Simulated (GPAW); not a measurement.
# C K-edge XANES of TiC (Fm-3m)

Aim: the dependence of the C K near-edge features of TiC (Fm-3m) on volume.

Method: X-ray absorption from dipole matrix elements to empty bands, plane-wave PAW PBE, in GPAW 26.7.0.

The database entry behind the starting cell differs from later determinations by our own check (0.1 to 0.3 % short, probably kX units), so it need not match the best structure at ambient conditions.

## 1. Starting point

It takes space group Fm-3m (No. 225, cubic). Conventional cell: a = 4.319 Å, b = 4.319 Å, c = 4.319 Å, α = 90.00°, β = 90.00°, γ = 90.00°. Nearest to Ti lie 6 C at 2.16 Å. C has 6 Ti at 2.16 Å nearest. Farther neighbours are not listed.

## 2. The field without a hole

A plain self-consistent run shows whether there is a gap, which decides the set-up of the core-hole run.

File scf.py:

```python
import numpy as np
from ase import Atoms
from ase.parallel import parprint, paropen
from gpaw import GPAW, PW, FermiDirac, Mixer, MixerDif, setup_paths
from gpaw.test import gen
setup_paths.insert(0, '.')
gen('C', name='nch1s', xcname='PBE', corehole=(1, 0, 0), write_xml=True)
from gpaw.mpi import world
world.barrier()

atoms = Atoms('TiC',
    cell=[[0, 2.1593, 2.1593],
     [2.1593, 0, 2.1593],
     [2.1593, 2.1593, 0]],
    scaled_positions=[[0, 0, 0],
     [0.5, 0.5, 0.5]],
    pbc=True)
atoms.calc = calc = GPAW(legacy_gpaw=True, mode=PW(430, force_complex_dtype=True), xc='PBE', setups={1: 'nch1s'},
    kpts={'size': (10, 10, 10), 'gamma': True}, occupations=FermiDirac(0.05),
    charge=0, mixer=Mixer(0.1, 5, 50), maxiter=150,
    convergence={'density': 0.0001, 'eigenstates': 1e-6}, txt='scf.txt')
energy = atoms.get_potential_energy() + calc.get_reference_energy()
ef = calc.get_fermi_level()
out = dict(energy=energy, fermi=ef, forces=atoms.get_forces().tolist())
parprint(f'all-electron energy {energy:.4f} eV, Fermi level {ef:.4f} eV')
ev = np.array([[calc.get_eigenvalues(k, s) for k in range(len(calc.get_ibz_k_points()))] for s in range(calc.get_number_of_spins())])
out['homo'], out['lumo'], out['counts'] = ev[ev < ef].max(), ev[ev > ef].min(), sorted(set((ev < ef).sum((0, 2)).tolist()))
out['filled'] = (ev[:, 0] < ef).sum(1).tolist()
import json
with paropen('out.json', 'w') as f:
    json.dump(out, f)
```

The run is started by

```console
$ OMP_NUM_THREADS=1 mpirun -n 4 gpaw python scf.py
```

Numbers of over 12 decimals in the logs are rounded to 6 here.

The program printed:

```text
Input parameters:
  convergence: {density: 0.0001,
                eigenstates: 1e-06}
  kpts: {gamma: True,
         size: (10, 10, 10)}
  maxiter: 150
  mixer: {backend: pulay,
          beta: 0.1,
          method: separate,
          nmaxold: 5,
          weight: 50}
  mode: {ecut: 430.0,
         force_complex_dtype: True,
         name: pw}
  occupations: {fixmagmom: False,
                name: fermi-dirac,
                width: 0.05}
  setups: {1: nch1s}
  xc: PBE

Initialize ...

[... PAW data sets ...]

Reference energy: -24251.642470  # eV

Spin-paired calculation

[... convergence settings ...]
Symmetries present (total): 48
  [... symmetry matrices ...]

1000 k-points: 10 x 10 x 10 Monkhorst-Pack grid + [1/20,1/20,1/20]
47 k-points in the irreducible part of the Brillouin zone
       k-points in crystal coordinates                weights
   0:     0.00000000    0.00000000    0.00000000          1/1000
   1:     0.10000000    0.10000000    0.00000000          6/1000
   2:     0.10000000    0.10000000    0.10000000          8/1000
   3:     0.20000000    0.10000000    0.10000000         12/1000
   4:     0.20000000    0.20000000    0.00000000          6/1000
   5:     0.20000000    0.20000000    0.10000000         24/1000
   6:     0.20000000    0.20000000    0.20000000          8/1000
   7:     0.30000000    0.20000000    0.10000000         24/1000
   8:     0.30000000    0.20000000    0.20000000         24/1000
   9:     0.30000000    0.30000000    0.00000000          6/1000
          ...
  46:     0.50000000    0.50000000    0.50000000          4/1000

Wave functions: Plane wave expansion
  Cutoff energy: 430.000 eV
  Number of coefficients (min, max): 395, 416
  Pulay-stress correction: 0.000000 eV/Ang^3 (de/decut=0.000000)
  Using FFTW library
  Wavefunction extrapolation:
    Improved wavefunction reuse through dual PAW basis

Occupation numbers: Fermi-Dirac:
  width: 0.0500  # eV

Eigensolver
   Davidson(niter=2)

Densities:
  Coarse grid: 15*15*15 grid
  Fine grid: 30*30*30 grid
  Total Charge: 0.000000

Density mixing:
  Method: separate
  Backend: pulay
  Linear mixing parameter: 0.1
  old densities: 5
  Width of damping distribution: 1.1
  Damping of long wavelength oscillations: 50

[... Hamiltonian set-up ...]
Number of atoms: 2
Number of atomic orbitals: 17
Number of bands in calculation: 14
Number of valence electrons: 16
Bands to converge: occupied

... initialized

Initializing position-dependent things.

Density initialized from atomic densities
Creating initial wave functions:
  14 bands from LCAO basis set

              C

       Ti

Atomic positions and initial magnetic moments

Positions:
   0 Ti     0.000000    0.000000    0.000000    ( 0.0000,  0.0000,  0.0000)
   1 C      2.159300    2.159300    2.159300    ( 0.0000,  0.0000,  0.0000)

Unit cell:
           periodic     x           y           z      points  spacing
  1. axis:    yes    0.000000    2.159300    2.159300    15     0.1662
  2. axis:    yes    2.159300    0.000000    2.159300    15     0.1662
  3. axis:    yes    2.159300    2.159300    0.000000    15     0.1662

  Lengths:   3.053711   3.053711   3.053711
  Angles:   60.000000  60.000000  60.000000

Effective grid spacing dv^(1/3) = 0.1814

iter:   1   -19.716372
iter:   2   -18.212827   -1.65  -0.89
iter:   3   -17.414707   -1.32  -1.07
iter:   4   -17.424547   -3.16  -1.55
iter:   5   -17.446426   -2.82  -1.53
iter:   6   -17.445471   -3.93  -2.59
iter:   7   -17.445461c  -5.41  -2.85
iter:   8   -17.445410c  -4.32  -2.86
iter:   9   -17.445406c  -5.89  -3.52
iter:  10   -17.445362c  -5.67  -3.54
iter:  11   -17.445357c  -6.09c -3.81
iter:  12   -17.445357c  -7.03c -4.31c

Converged after 12 iterations.

Dipole moment: (-0.000000, 0.000000, -0.000000) |e|*Ang

Energy contributions relative to reference atoms: (reference = -24251.642470)

Kinetic:        +16.840928
Potential:      -17.834398
External:        +0.000000
XC:             -16.538101
Entropy (-ST):   -0.002390
Local:           +0.087409
SIC:             +0.000000
--------------------------
Free energy:    -17.446552
Extrapolated:   -17.445357

Showing only first 2 kpts
 Kpt  Band  Eigenvalues  Occupancy
  0     6     11.02642    0.00000
  0     7     11.02642    0.00000
  0     8     12.00185    0.00000
  0     9     12.00185    0.00000

  1     6     10.47042    0.23170
  1     7     10.47043    0.23165
  1     8     10.74621    0.00105
  1     9     12.15977    0.00000

Fermi level: 10.36880

No gap
No difference between direct/indirect transitions

Forces in eV/Ang:
  0 Ti    0.00000    0.00000    0.00000
  1 C     0.00000   -0.00000    0.00000
Scalar-relativistic atomic PBE calculation for C (Carbon, Z=6)
Core hole in 1s state (1s occupation: 2.0)
300 radial gridpoints.
|------------------------------------------------|
|------------------------------------------------|
[... the atom generator's iteration count ...]

Energy contributions:
-------------------------
Kinetic:      +37.662629
XC:            -5.078007
Potential:    -70.349262
-------------------------
Total:        -37.764640

state      eigenvalue         ekin         rmax
-----------------------------------------------
1s^2.0 :   -10.046298    15.958807        0.174
2s^2.0 :    -0.505334     1.651367        1.213
2p^2.0 :    -0.194204     1.221141        1.203
-----------------------------------------------
(units: Bohr and Hartree)

Generating PAW setup
Kinetic energy of the core from tauc = 31.932223
Cutoffs:
rc(s)=1.200
rc(p)=1.200
rc(d)=1.200
rc(vbar)=1.080
rc(comp)=1.200
rc(nct)=1.200

Kinetic energy of the core states: 31.917614
Charge: 0.0
Core electrons: 2.0
Valence electrons: 4.0
Pseudo-core charge: 0.031265
Shape function alpha=6.944
Pseudo-electron charge 4.035260
state    eigenvalue         norm
--------------------------------
2s(2) :    -0.505334     1.046026
*s    :     0.494666
2p(2) :    -0.194204     0.955972
*p    :     0.805796
*d    :     0.000000
--------------------------------

Diagonalizing with gridspacing h=0.050

state   all-electron     PAW
-------------------------------
2s:      -0.505334    -0.505970
2p:      -0.194204    -0.194948
*d:                    0.044948
*f:                    0.074429
-------------------------------
all-electron energy -24269.0878 eV, Fermi level 10.3688 eV
```

Run time: 3.9 s. Hardware: 4 MPI ranks of Arm Neoverse V2, shared host; peak memory 0.16 GiB; 15 s of CPU time.

The mesh shows no gap, so the system is treated as a metal and the core electron is put at the Fermi level (neutral cell).

## 3. Reference energy of the supercell

The photon energy needs a difference of total energies, so the cell and mesh of the coming hole run are first run without a hole.

Changes to scf.py since step 2:

```diff
@@ -10,11 +10,25 @@
 
-atoms = Atoms('TiC',
-    cell=[[0, 2.1593, 2.1593],
-     [2.1593, 0, 2.1593],
-     [2.1593, 2.1593, 0]],
+atoms = Atoms('Ti8C8',
+    cell=[[0, 4.3186, 4.3186],
+     [4.3186, 0, 4.3186],
+     [4.3186, 4.3186, 0]],
     scaled_positions=[[0, 0, 0],
-     [0.5, 0.5, 0.5]],
+     [0, 0, 0.5],
+     [0, 0.5, 0],
+     [0.5, 0, 0],
+     [0, 0.5, 0.5],
+     [0.5, 0, 0.5],
+     [0.5, 0.5, 0],
+     [0.5, 0.5, 0.5],
+     [0.25, 0.25, 0.25],
+     [0.25, 0.25, 0.75],
+     [0.25, 0.75, 0.25],
+     [0.75, 0.25, 0.25],
+     [0.25, 0.75, 0.75],
+     [0.75, 0.25, 0.75],
+     [0.75, 0.75, 0.25],
+     [0.75, 0.75, 0.75]],
     pbc=True)
-atoms.calc = calc = GPAW(legacy_gpaw=True, mode=PW(430, force_complex_dtype=True), xc='PBE', setups={1: 'nch1s'},
-    kpts={'size': (10, 10, 10), 'gamma': True}, occupations=FermiDirac(0.05),
+atoms.calc = calc = GPAW(legacy_gpaw=True, mode=PW(430, force_complex_dtype=True), xc='PBE', setups={8: 'nch1s'},
+    kpts={'size': (5, 5, 5), 'gamma': True}, occupations=FermiDirac(0.1),
     charge=0, mixer=Mixer(0.1, 5, 50), maxiter=150,
```

The program printed:

```text
Input parameters:
  convergence: {density: 0.0001,
                eigenstates: 1e-06}
  kpts: {gamma: True,
         size: (5, 5, 5)}
  maxiter: 150
  mixer: {backend: pulay,
          beta: 0.1,
          method: separate,
          nmaxold: 5,
          weight: 50}
  mode: {ecut: 430.0,
         force_complex_dtype: True,
         name: pw}
  occupations: {fixmagmom: False,
                name: fermi-dirac,
[...]
2s(2) :    -0.505334     1.046026
*s    :     0.494666
2p(2) :    -0.194204     0.955972
*p    :     0.805796
*d    :     0.000000
--------------------------------

Diagonalizing with gridspacing h=0.050

state   all-electron     PAW
-------------------------------
2s:      -0.505334    -0.505970
2p:      -0.194204    -0.194948
*d:                    0.044948
*f:                    0.074429
-------------------------------
all-electron energy -194152.7009 eV, Fermi level 10.3392 eV
[key lines of the parts left out:]
Converged after 20 iterations.
Dipole moment: (0.000000, 0.000000, 0.000000) |e|*Ang
Free energy:   -139.602768
Fermi level: 10.33916
```

Elapsed: 34 s, on 4 MPI ranks; peak memory 0.25 GiB.

Reference energy: -194152.701 eV with the cores included.

(Continued in part 2 of 3.)

[Banner, clock and machine lines of the logs are left out without a mark of their own.]

[Logs are printed without paths, hosts, clocks, repeated set-up lines and the standing remarks that a program may print on its own settings, such as how far it seeks lower states.]

[Hosts, paths, dates, database ids (printed as entryN), source tags and the programs' standing remarks are cut or masked in the printed files.]

[Lists of maxima count a maximum above −3 eV only where it reaches 4 % of the highest in the window and stands out from its surroundings by 2 % of it (1.5 % where it reaches 55 %); shoulders and weaker maxima are passed over, and of the rest the first, up to two pre-edge ones and the few strongest are named.]
